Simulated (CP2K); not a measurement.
Two runs for the C K edge of 1,3-dioxolane. Run A: CP2K XAS_TDP, all-electron GAPW, PBEh(45%), aug-cc-pVDZ, TDA, no relativity. Run B differs in one setting.

First lines with a strength over 0.0015. A:

| atom | energy (eV) | states | strength, one atom |
| --- | --- | --- | --- |
| C1 (bonded to C, O and 2 H), 2 alike | 285.19 | 1 | 0.0271 |
|  | 285.44 | 1 | 0.0218 |
|  | 285.83 | 1 | 0.0227 |
|  | 286.47 | 1 | 0.0017 |
|  | 286.75 | 1 | 0.0042 |
| C4 (bonded to 2 O and 2 H) | 286.36 | 1 | 0.0484 |
|  | 286.40 | 1 | 0.0224 |
|  | 287.10 | 1 | 0.0240 |
|  | 287.72 | 1 | 0.0127 |
|  | 288.10 | 1 | 0.0027 |

B:

| atom | energy (eV) | states | strength, one atom |
| --- | --- | --- | --- |
| C1 (bonded to C, O and 2 H), 2 alike | 291.54 | 1 | 0.0265 |
|  | 291.79 | 1 | 0.0214 |
|  | 292.18 | 1 | 0.0222 |
|  | 292.82 | 1 | 0.0016 |
|  | 293.11 | 1 | 0.0041 |
| C4 (bonded to 2 O and 2 H) | 292.81 | 1 | 0.0474 |
|  | 292.85 | 1 | 0.0219 |
|  | 293.55 | 1 | 0.0235 |
|  | 294.18 | 1 | 0.0125 |
|  | 294.55 | 1 | 0.0026 |

**Question.** Which was it: GW2X switched on, the basis, scalar relativity switched on, the functional?

GW2X switched on. GW2X shifts an atom's lines together and keeps their spacings. Against PBEh(45%) in aug-cc-pVDZ, the leading lines move by +6.35 eV (C1, to 291.54) and +6.45 eV (C4, to 292.81).

[Hosts, paths, dates, database ids (printed as entryN), source tags and the programs' standing remarks are cut or masked in the printed files.]
